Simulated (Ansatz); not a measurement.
# LiHBrF: complex band structure

A new crystal, LiHBrF: structure, gap and complex bands. It is built by putting Br for part of the F in the LiHF2 structure of space group C2/m, with the volume rescaled by atomic radii. The parent structure comes from the Materials Project.

Main program and level: Ansatz 0.2.0; PBE DFT, plane waves, PAW files, in the first sound run; inputs show where later runs differ.

The structure was built from a prototype and need not be the compound's stable phase.

### Step 1. Set-up

Symmetry: Cm, No. 8, monoclinic system. The conventional cell has a = 5.756 Å, b = 3.468 Å, c = 5.539 Å, α = 90.00°, β = 121.02°, γ = 90.00°. Nearest to Li lie 3 F at 2.25 to 2.31 Å and 3 Br at 2.25 to 2.31 Å. H has 1 Br at 1.29 Å and 1 F at 1.29 Å nearest. Br has 1 H at 1.29 Å and 3 Li at 2.25 to 2.31 Å nearest. Nearest to F lie 1 H at 1.29 Å and 3 Li at 2.25 to 2.31 Å. It derives from LiHF2. Br for part of the F in the LiHF2 structure of space group C2/m. Farther neighbours and most contacts between anions are not listed.

### Step 2. Relaxing the new crystal

The substituted atoms don't fit the parent's cell, so cell and atoms relax together. A small smearing keeps the run stable in case the gap closes on the way.

Input file input.yaml:

```yaml
crystal:
  lattice:
    - [2.8777879922, -1.7339041598, 0.0]
    - [2.8777879922, 1.7339041598, 0.0]
    - [-2.8545713516, 0.0, 4.7462621354]
  atoms:
    - { symbol: Li, position: [0.0, 0.0, 0.0] }
    - { symbol: H, position: [0.0, 0.0, 0.5] }
    - { symbol: Br, position: [0.209803, 0.209803, 0.750702] }
    - { symbol: F, position: [0.790197, 0.790197, 0.249298] }
kpoints:
  mp_grid: { grid: [8, 8, 6] }
scf:
  occupations: { method: gaussian, width: 0.03 }
hamiltonian:
  xc: pbe
output:
  forces: true
  stress: true
relax:
  f_tol: 0.02
  max_steps: 60
  cell: {}
```

Launch:

```console
$ ansatz run input.yaml --threads 2 --pin off --max-ram 4096MiB --backend cpu --events-out ev --progress --plain --runs-dir out
```

Numbers of over 12 decimals in the logs are rounded to 6 here.

Output:

```text
Engine: ansatz 0.2.0, aarch64-unknown-linux-gnu
Pseudopotentials: kind: paw
Pseudopotential: Li, paw, valence charge 3, recommended cutoff 420 eV (normal), Li.paw.azcp
Pseudopotential: H, paw, valence charge 1, recommended cutoff 420 eV (normal), H.paw.azcp
Pseudopotential: Br, paw, valence charge 7, recommended cutoff 420 eV (normal), Br.paw.azcp
Pseudopotential: F, paw, valence charge 7, recommended cutoff 420 eV (normal), F.paw.azcp
Functional definition: PBE
  parameter kappa = 0.804
  parameter beta = 0.066725
  exchange = pbe_x(kappa = kappa, mu = beta*pi^2/3)
  correlation = pbe_c(beta = beta)
Crystal: 4 atoms, lattice volume = 47.366 Å³
Basis set: ecut = 420 eV, 919 PW (Γ), exchange–correlation on 48×48×80 points (8 copies of the dense FFT grid, shifted against one another)
Bands: 13, of which v1, the nominal top of the filled ones, is band 9 counted from 1 (8 counted from 0)
Symmetry: 2 space group operations
Space group: Cm (ITA 8), of the structure as read, at distance tolerance 3.6e-5 Å
k-points: 114 of 384 (time reversal used)
Non-local potential: Li, projectors of the file, l = 0: 3, l = 1: 2, l = 2: 1
Non-local potential: H, projectors of the file, l = 0: 2, l = 1: 1
Non-local potential: Br, projectors of the file, l = 0: 2, l = 1: 2, l = 2: 2
Non-local potential: F, projectors of the file, l = 0: 2, l = 1: 2, l = 2: 1
PAW form: soft (Blöchl's): semilocal exchange-correlation on the pseudo side does not see the compensation charge
PAW one-centre angular grid: Li, 110 points (default); XC on 64 Gauss nodes
PAW one-centre angular grid: H, 110 points (default); XC on 64 Gauss nodes
PAW one-centre angular grid: Br, 110 points (default); XC on 64 Gauss nodes
PAW one-centre angular grid: F, 110 points (default); XC on 64 Gauss nodes
Initial density: superposition of atomic densities (neutral atoms: chi_scale 0, normalization atom), corrected by the library's trained network
Initial wavefunctions: pseudopotential atomic-orbital guess
Functional: x = pbe(κ = 0.804, μ = 0.219515), c = pbe(β = 0.066725)
SCF iter   1: F=—  HF=-3813.317045 eV  |F-HF|=—  |Δ(HF+E_count)|=         —  Δρ=4.49e-3  dr2=8.44e-3  ethr=1.77e-3  ⟨swp⟩=6.7  Hψ=9992  notcnv=0
preconditioner: auto → none  [insulator: Δε(μ)=5.975 eV  Ē_g=15.862 eV  σ=0.030 eV  W_gap=1.00  n_scr=12 (ndim 8)  ℏωp=21.6 eV  f_vac=0.029  D(μ)=0.00/eV (n_scr^D=0)  ε∞_Penn≈2.9]
SCF iter   2: F=—  HF=-3813.314484 eV  |F-HF|=—  |Δ(HF+E_count)|=   2.56e-3  Δρ=1.88e-3  dr2=9.33e-4  ethr=4.69e-5  ⟨swp⟩=2.1  Hψ=3577  notcnv=0
SCF iter   3: F=—  HF=-3813.314697 eV  |F-HF|=—  |Δ(HF+E_count)|=   2.13e-4  Δρ=8.56e-4  dr2=1.87e-4  ethr=5.18e-6  ⟨swp⟩=2.0  Hψ=2338  notcnv=0
SCF iter   4: F=—  HF=-3813.314731 eV  |F-HF|=—  |Δ(HF+E_count)|=   3.32e-5  Δρ=3.49e-4  dr2=3.16e-5  ethr=1.04e-6  ⟨swp⟩=2.0  Hψ=2382  notcnv=0
SCF iter   5: F=—  HF=-3813.314744 eV  |F-HF|=—  |Δ(HF+E_count)|=   1.33e-5  Δρ=9.85e-5  dr2=1.43e-6  ethr=1.75e-7  ⟨swp⟩=2.4  Hψ=2457  notcnv=0
SCF iter   6: F=-3813.314748 eV  HF=-3813.314747 eV  |F-HF|=2.37e-7  |Δ(HF+E_count)|=   3.40e-6  Δρ=2.35e-5  dr2=8.74e-8  ethr=5.56e-10  ⟨swp⟩=4.3  Hψ=7289  notcnv=0
SCF 1 converged in 6 iterations: F = -3813.314748 eV  dr2 = 8.74e-8
  greatest PAW one-centre occupation: 1.000 electrons in one spin orbital (limit 2), on the Li atom at site 0 (counted from 0), in its partial waves of l = 0
relax step   1: F+E_penalty+E_count = -3813.31474751 eV  Δ(F+E_penalty+E_count) = +0.000e0 eV  max|allowed force component| = 6.957e0 eV/Å  Δτ_max = 0.0000 Å  P = +24.979 GPa  Ω = 47.366 Å³  (6 SCF iters, dr2 threshold 1.00e-7 eV, accepted)
Crystal: 4 atoms, lattice volume = 53.434 Å³
Basis set: ecut = 420 eV, 1031 PW (Γ), exchange–correlation on 48×48×80 points (8 copies of the dense FFT grid, shifted against one another)
Initial density: handed on by an earlier stage of this run
Initial wavefunctions: those handed on with the density
iter 1 solved again at ethr=6.68e-4 eV; its pass at ethr=3.10e-3 eV (dr2=1.20e-1 eV) is discarded
SCF iter   1: F=—  HF=-3814.640217 eV  |F-HF|=—  |Δ(HF+E_count)|=         —  Δρ=1.94e-2  dr2=1.22e-1  ethr=6.68e-4  ⟨swp⟩=1.0  Hψ=11403  notcnv=0
preconditioner: auto → none  [insulator: Δε(μ)=5.101 eV  Ē_g=13.127 eV  σ=0.030 eV  W_gap=1.00  n_scr=12 (ndim 8)  ℏωp=19.0 eV  f_vac=0.074  D(μ)=0.00/eV (n_scr^D=0)  ε∞_Penn≈3.1]
SCF iter   2: F=—  HF=-3814.620887 eV  |F-HF|=—  |Δ(HF+E_count)|=   1.93e-2  Δρ=9.08e-3  dr2=1.76e-2  ethr=6.68e-4  ⟨swp⟩=3.0  Hψ=2709  notcnv=0
SCF iter   3: F=—  HF=-3814.623043 eV  |F-HF|=—  |Δ(HF+E_count)|=   2.16e-3  Δρ=2.48e-3  dr2=2.69e-3  ethr=9.75e-5  ⟨swp⟩=2.7  Hψ=3334  notcnv=0
SCF iter   4: F=—  HF=-3814.622695 eV  |F-HF|=—  |Δ(HF+E_count)|=   3.49e-4  Δρ=1.05e-3  dr2=3.12e-4  ethr=1.49e-5  ⟨swp⟩=2.0  Hψ=2606  notcnv=0
SCF iter   5: F=—  HF=-3814.622677 eV  |F-HF|=—  |Δ(HF+E_count)|=   1.81e-5  Δρ=2.94e-4  dr2=2.06e-5  ethr=1.73e-6  ⟨swp⟩=2.2  Hψ=2398  notcnv=0
SCF iter   6: F=—  HF=-3814.622687 eV  |F-HF|=—  |Δ(HF+E_count)|=   1.07e-5  Δρ=7.77e-5  dr2=1.53e-6  ethr=1.14e-7  ⟨swp⟩=2.1  Hψ=2208  notcnv=0
SCF iter   7: F=-3814.622689 eV  HF=-3814.622689 eV  |F-HF|=4.18e-8  |Δ(HF+E_count)|=   1.28e-6  Δρ=1.24e-5  dr2=4.20e-8  ethr=2.22e-9  ⟨swp⟩=5.7  Hψ=5915  notcnv=0
SCF 2 converged in 7 iterations: F = -3814.622689 eV  dr2 = 4.20e-8
relax step   2: F+E_penalty+E_count = -3814.62268861 eV  Δ(F+E_penalty+E_count) = -1.308e0 eV  max|allowed force component| = 2.677e0 eV/Å  Δτ_max = 0.1343 Å  P = +7.859 GPa  Ω = 53.434 Å³  energy of the carried Pulay correction = -1.087e-2 eV  (7 SCF iters, dr2 threshold 4.00e-7 eV, accepted)
Crystal: 4 atoms, lattice volume = 57.231 Å³
Basis set: ecut = 420 eV, 1105 PW (Γ), exchange–correlation on 48×48×80 points (8 copies of the dense FFT grid, shifted against one another)
iter 1 solved again at ethr=3.49e-4 eV; its pass at ethr=3.10e-3 eV (dr2=6.28e-2 eV) is discarded
SCF iter   1: F=—  HF=-3814.952553 eV  |F-HF|=—  |Δ(HF+E_count)|=         —  Δρ=1.11e-2  dr2=6.29e-2  ethr=3.49e-4  ⟨swp⟩=1.0  Hψ=11362  notcnv=0
preconditioner: auto → none  [insulator: Δε(μ)=4.545 eV  Ē_g=12.795 eV  σ=0.030 eV  W_gap=1.00  n_scr=12 (ndim 8)  ℏωp=18.4 eV  f_vac=0.067  D(μ)=0.00/eV (n_scr^D=0)  ε∞_Penn≈3.1]
SCF iter   2: F=—  HF=-3814.944717 eV  |F-HF|=—  |Δ(HF+E_count)|=   7.84e-3  Δρ=5.12e-3  dr2=8.68e-3  ethr=3.49e-4  ⟨swp⟩=2.7  Hψ=2495  notcnv=0
SCF iter   3: F=—  HF=-3814.945635 eV  |F-HF|=—  |Δ(HF+E_count)|=   9.18e-4  Δρ=2.02e-3  dr2=1.43e-3  ethr=4.82e-5  ⟨swp⟩=2.1  Hψ=2618  notcnv=0
[...]
relax step  27: F+E_penalty+E_count = -3815.52517064 eV  Δ(F+E_penalty+E_count) = -6.041e-5 eV  max|allowed force component| = 5.662e-3 eV/Å  Δτ_max = 0.0098 Å  P = +0.012 GPa  Ω = 70.677 Å³  energy of the carried Pulay correction = -6.980e-3 eV  (5 SCF iters, dr2 threshold 7.35e-8 eV, accepted)
relax step  28: F+E_penalty+E_count = -3815.53724727 eV  Δ(F+E_penalty+E_count) = -1.208e-2 eV  max|allowed force component| = 8.683e-3 eV/Å  Δτ_max = 0.0000 Å  P = +0.137 GPa  Ω = 70.677 Å³  stress off target by 4.65e-1 GPa  SCF on the basis re-selected at this cell (its energy is not comparable with the rows above)  (7 SCF iters)
relax step  29: F+E_penalty+E_count = -3815.53851207 eV  Δ(F+E_penalty+E_count) = -1.265e-3 eV  max|allowed force component| = 1.540e-2 eV/Å  Δτ_max = 0.0237 Å  P = +0.118 GPa  Ω = 71.642 Å³  energy of the carried Pulay correction = -1.580e-3 eV  (5 SCF iters, dr2 threshold 4.00e-7 eV, accepted)
relax step  30: F+E_penalty+E_count = -3815.53725708 eV  Δ(F+E_penalty+E_count) = +1.255e-3 eV  max|allowed force component| = 4.936e-2 eV/Å  Δτ_max = 0.0386 Å  P = -0.084 GPa  Ω = 72.906 Å³  energy of the carried Pulay correction = -3.840e-3 eV  (6 SCF iters, dr2 threshold 1.60e-7 eV, accepted)
relax step  31: F+E_penalty+E_count = -3815.53772786 eV  Δ(F+E_penalty+E_count) = -4.708e-4 eV  max|allowed force component| = 1.013e-2 eV/Å  Δτ_max = 0.0094 Å  P = -0.018 GPa  Ω = 72.765 Å³  energy of the carried Pulay correction = -3.592e-3 eV  (4 SCF iters, dr2 threshold 2.21e-7 eV, accepted)
relax step  32: F+E_penalty+E_count = -3815.54282930 eV  Δ(F+E_penalty+E_count) = -5.101e-3 eV  max|allowed force component| = 1.079e-2 eV/Å  Δτ_max = 0.0000 Å  P = +0.028 GPa  Ω = 72.765 Å³  stress off target by 1.79e-1 GPa  SCF on the basis re-selected at this cell (its energy is not comparable with the rows above)  (6 SCF iters)
relax step  33: F+E_penalty+E_count = -3815.54305668 eV  Δ(F+E_penalty+E_count) = -2.274e-4 eV  max|allowed force component| = 5.420e-3 eV/Å  Δτ_max = 0.0189 Å  P = +0.026 GPa  Ω = 73.213 Å³  energy of the carried Pulay correction = -7.148e-4 eV  (6 SCF iters, dr2 threshold 8.00e-8 eV, accepted)
relax step  34: F+E_penalty+E_count = -3815.54246907 eV  Δ(F+E_penalty+E_count) = +5.876e-4 eV  max|allowed force component| = 5.289e-2 eV/Å  Δτ_max = 0.0240 Å  P = -0.062 GPa  Ω = 73.771 Å³  energy of the carried Pulay correction = -1.621e-3 eV  (6 SCF iters, dr2 threshold 2.83e-8 eV, accepted)
relax step  35: F+E_penalty+E_count = -3815.54269822 eV  Δ(F+E_penalty+E_count) = -2.291e-4 eV  max|allowed force component| = 2.434e-3 eV/Å  Δτ_max = 0.0037 Å  P = -0.002 GPa  Ω = 73.671 Å³  energy of the carried Pulay correction = -1.460e-3 eV  (5 SCF iters, dr2 threshold 1.75e-7 eV, accepted)
relax step  36: F+E_penalty+E_count = -3815.54480577 eV  Δ(F+E_penalty+E_count) = -2.108e-3 eV  max|allowed force component| = 2.405e-3 eV/Å  Δτ_max = 0.0000 Å  P = +0.019 GPa  Ω = 73.671 Å³  stress off target by 7.74e-2 GPa  SCF on the basis re-selected at this cell (its energy is not comparable with the rows above)  (6 SCF iters)
relax step  37: F+E_penalty+E_count = -3815.54466328 eV  Δ(F+E_penalty+E_count) = +1.425e-4 eV  max|allowed force component| = 1.700e-2 eV/Å  Δτ_max = 0.0043 Å  P = +0.017 GPa  Ω = 73.807 Å³  energy of the carried Pulay correction = -1.789e-4 eV  (5 SCF iters, dr2 threshold 1.50e-8 eV, accepted)
relax step  38: F+E_penalty+E_count = -3815.54442900 eV  Δ(F+E_penalty+E_count) = +2.343e-4 eV  max|allowed force component| = 1.130e-2 eV/Å  Δτ_max = 0.0160 Å  P = -0.023 GPa  Ω = 74.160 Å³  energy of the carried Pulay correction = -7.269e-4 eV  (6 SCF iters, dr2 threshold 1.47e-8 eV, accepted)
relax step  39: F+E_penalty+E_count = -3815.54438511 eV  Δ(F+E_penalty+E_count) = +4.389e-5 eV  max|allowed force component| = 7.736e-3 eV/Å  Δτ_max = 0.0062 Å  P = -0.008 GPa  Ω = 74.199 Å³  energy of the carried Pulay correction = -7.996e-4 eV  (6 SCF iters, dr2 threshold 6.96e-9 eV, accepted)
iter 1 solved again at ethr=3.39e-7 eV; its pass at ethr=3.10e-3 eV (dr2=6.11e-5 eV) is discarded
SCF iter   1: F=—  HF=-3815.545073 eV  |F-HF|=—  |Δ(HF+E_count)|=         —  Δρ=1.15e-4  dr2=8.39e-7  ethr=3.39e-7  ⟨swp⟩=4.0  Hψ=13643  notcnv=0
preconditioner: auto → none  [insulator: Δε(μ)=3.828 eV  Ē_g=12.605 eV  σ=0.030 eV  W_gap=1.00  n_scr=14 (ndim 8)  ℏωp=16.1 eV  f_vac=0.170  D(μ)=0.00/eV (n_scr^D=0)  ε∞_Penn≈2.6]
SCF iter   2: F=—  HF=-3815.545282 eV  |F-HF|=—  |Δ(HF+E_count)|=   2.10e-4  Δρ=5.49e-5  dr2=2.28e-7  ethr=4.66e-9  ⟨swp⟩=2.0  Hψ=2400  notcnv=0
SCF iter   3: F=—  HF=-3815.545354 eV  |F-HF|=—  |Δ(HF+E_count)|=   7.16e-5  Δρ=2.17e-5  dr2=9.27e-8  ethr=1.27e-9  ⟨swp⟩=2.0  Hψ=2333  notcnv=0
SCF iter   4: F=—  HF=-3815.545361 eV  |F-HF|=—  |Δ(HF+E_count)|=   7.06e-6  Δρ=1.97e-6  dr2=5.05e-10  ethr=5.15e-10  ⟨swp⟩=2.0  Hψ=2261  notcnv=0
SCF iter   5: F=—  HF=-3815.545361 eV  |F-HF|=—  |Δ(HF+E_count)|=   6.90e-8  Δρ=6.08e-7  dr2=6.51e-11  ethr=2.81e-12  ⟨swp⟩=2.4  Hψ=2526  notcnv=0
SCF iter   6: F=-3815.545361 eV  HF=-3815.545361 eV  |F-HF|=4.09e-12  |Δ(HF+E_count)|=   3.89e-9  Δρ=8.56e-8  dr2=4.16e-12  ethr=1.00e-12  ⟨swp⟩=5.0  Hψ=5466  notcnv=0
SCF 40 converged in 6 iterations: F = -3815.545361 eV  dr2 = 4.16e-12
relax step  40: F+E_penalty+E_count = -3815.54536090 eV  Δ(F+E_penalty+E_count) = -9.758e-4 eV  max|allowed force component| = 8.244e-3 eV/Å  Δτ_max = 0.0000 Å  P = -0.000 GPa  Ω = 74.199 Å³  stress off target by 4.10e-2 GPa  SCF on the basis re-selected at this cell (its energy is not comparable with the rows above)  (6 SCF iters)
basis re-selected at this cell: Δ(F+E_penalty+E_count) = -9.758e-4 eV, ΔP = +0.008 GPa vs the last step (what re-selecting the basis moved, of the pressure what is left beyond the Pulay correction that the steps carried, after the strain that the cell walked since its last selection, with what the two solves' SCF thresholds leave and, on support functions, any second-order correction that the steps lacked; it is no m [...]
SCF converged after 6 iterations
Free energy (F): -3815.545361 eV
Harris-Foulkes:  -3815.545361 eV  (|F-HF|=4.09e-12)
Internal energy: -3815.545361 eV  (E = F + TS)
E sigma→0 (E₀):  -3815.545361 eV
Fermi energy:    2.241586 eV
--- Per-component energies (eV) ---
  E_band       = -203.166716
  E_kinetic    = 374.332034
  E_local      = -1225.125202  (includes V_loc(G=0)·N_el)
  E_nonlocal   = 112.028665
  E_hartree    = 428.824948
  E_xc         = -363.864930
  E_vxc        = -230.993972  (∫ρ·V_xc dr)
  E_paw        = -2468.692490  (= ΣΔE_a)
  E_vpaw       = -91.059273  (= ΣTr[D̂ρ^β])
  E_aug_tail   = 0.001108  (compensation charges beyond the density's cutoff)
  E_ewald      = -673.049493
  E_smearing   = -0.000000  (= −TS)
  E_closure    = 0.000000  (closes the sum)
  Σ components = -3815.545361   (vs F -3815.545361, Δ=0.00e0)
--- Forces (eV/Å), atoms counted from 1 ---
  atom   1  Li    -0.00067274    -0.00000000     0.00029030
  atom   2  H      0.00076637    -0.00000000    -0.00702575
  atom   3  Br    -0.00103481    -0.00000000    -0.00150941
  atom   4  F      0.00094180     0.00000000     0.00824372
  max |Σ_I F_I| component: 1.14e-6 eV/Å
--- Stress (GPa, compression-positive) ---
       -0.008435       0.000000      -0.038156
        0.000000       0.004235      -0.000000
       -0.038156      -0.000000       0.003613
  P = ⅓ Tr σ = -0.0002 GPa (-0.002 kbar)
--- Relaxed structure (34 steps of the walk, 34 accepted, 6 SCFs on fresh bases) ---
  F+E_penalty+E_count = -3815.54536090 eV   max|allowed force component| = 8.244e-3 eV/Å   (the final SCF, on the basis selected at the relaxed cell)
  cell:  # Å, volume = 74.1985 Å³
    - [3.817736, -1.817388, -0.444190]
    - [3.817736, 1.817388, -0.444190]
    - [-4.519528, 2.7508191430393623e-16, 5.872861]
  atoms:
    - { symbol: Li, position: [0.072207, 0.072207, 0.015643] }
    - { symbol: H, position: [-0.071409, -0.071409, 0.435743] }
    - { symbol: Br, position: [0.222594, 0.222594, 0.797408] }
    - { symbol: F, position: [0.776608, 0.776608, 0.251206] }
```

Elapsed: 2.2 min, on 2 threads of Arm Neoverse V2, shared host; peak memory 0.57 GiB.

Step by step (22 of 40):

| step | energy less that of the first step (eV) | largest force component (eV/Å) | pressure (GPa) | volume (Å³) |
| --- | --- | --- | --- | --- |
| 1 | 0.0000 | 6.9572 | 24.98 | 47.37 |
| 3 | -1.6313 | 1.4850 | 1.53 | 57.23 |
| 5 | -1.8487 | 0.5810 | 1.06 | 57.03 |
| 7 | -1.9225 | 0.2408 | -0.73 | 58.49 |
| 8 | -1.9706 | 0.2149 | 0.13 | 58.58 |
| 10 | -1.9898 | 0.1269 | -0.36 | 59.93 |
| 12 | -2.0015 | 0.0202 | 0.06 | 59.60 |
| 14 | -2.0012 | 0.0242 | -0.08 | 59.81 |
| 16* | -2.1059 | 0.0160 | 2.29 | 59.76 |
| 18 | -2.1626 | 0.0223 | 0.40 | 66.20 |
| 20 | -2.1613 | 0.0400 | -0.19 | 67.69 |
| 21 | -2.1637 | 0.0348 | 0.04 | 67.21 |
| 23* | -2.2011 | 0.0082 | 0.43 | 67.20 |
| 25 | -2.2104 | 0.0471 | -0.02 | 70.58 |
| 27 | -2.2104 | 0.0057 | 0.01 | 70.68 |
| 29 | -2.2238 | 0.0154 | 0.12 | 71.64 |
| 31 | -2.2230 | 0.0101 | -0.02 | 72.77 |
| 33 | -2.2283 | 0.0054 | 0.03 | 73.21 |
| 34 | -2.2277 | 0.0529 | -0.06 | 73.77 |
| 36* | -2.2301 | 0.0024 | 0.02 | 73.67 |
| 38 | -2.2297 | 0.0113 | -0.02 | 74.16 |
| 40* | -2.2306 | 0.0082 | 0.00 | 74.20 |

Relaxation steps marked * repeat the geometry before them on a plane-wave basis chosen anew for their cell, so energy and pressure can jump there. Other such steps can lie between the rows shown.

Forces are held to the 2 operations that the run works with; a distortion that breaks them can't arise in this run.

| cell as run | before | after | change |
| --- | --- | --- | --- |
| a (Å) | 3.360 | 4.252 | +26.5 % |
| b (Å) | 3.360 | 4.252 | +26.5 % |
| c (Å) | 5.539 | 7.411 | +33.8 % |
| α (°) | 116.20 | 129.08 | +11.1 % |
| β (°) | 116.20 | 129.08 | +11.1 % |
| γ (°) | 62.14 | 50.61 | -18.5 % |
| volume (Å³/atom) | 11.84 | 18.55 | +56.6 % |

The atoms that moved most (Å, as changes of fractional coordinates times the final cell):

| atom | dx | dy | dz | length |
| --- | --- | --- | --- | --- |
| Li1 | 0.481 | 0.000 | 0.028 | 0.481 |
| H2 | -0.255 | 0.000 | -0.314 | 0.404 |
| Br3 | -0.113 | 0.000 | 0.263 | 0.286 |
| F4 | -0.112 | 0.000 | 0.023 | 0.115 |

The relaxed structure:

```xyz
4
Lattice="3.8177 -1.8174 -0.4442 3.8177 1.8174 -0.4442 -4.5195 0.0000 5.8729" Properties=species:S:1:pos:R:3 pbc="T T T"
Li    0.4806    0.0000    0.0277
H    -2.5146    0.0000    2.6225
Br   -1.9043    0.0000    4.4853
F     4.7944    0.0000    0.7854
```

This step gave:

```yaml
free_energy: -3815.5454 eV
fermi_energy: 2.242 eV
pressure: -1.96e-4 GPa
```

The largest force component on a free atom ends at 0.0082 eV/Å.

(Part 1 of 3 ends here.)

[Logs are printed without paths, hosts, clocks, repeated set-up lines and the standing remarks that a program may print on its own settings, such as how far it seeks lower states.]

[Hosts, paths, dates, database ids (printed as entryN), source tags and the programs' standing remarks are cut or masked in the printed files.]

[New means built here by substitution; the compound itself may be known and measured.]
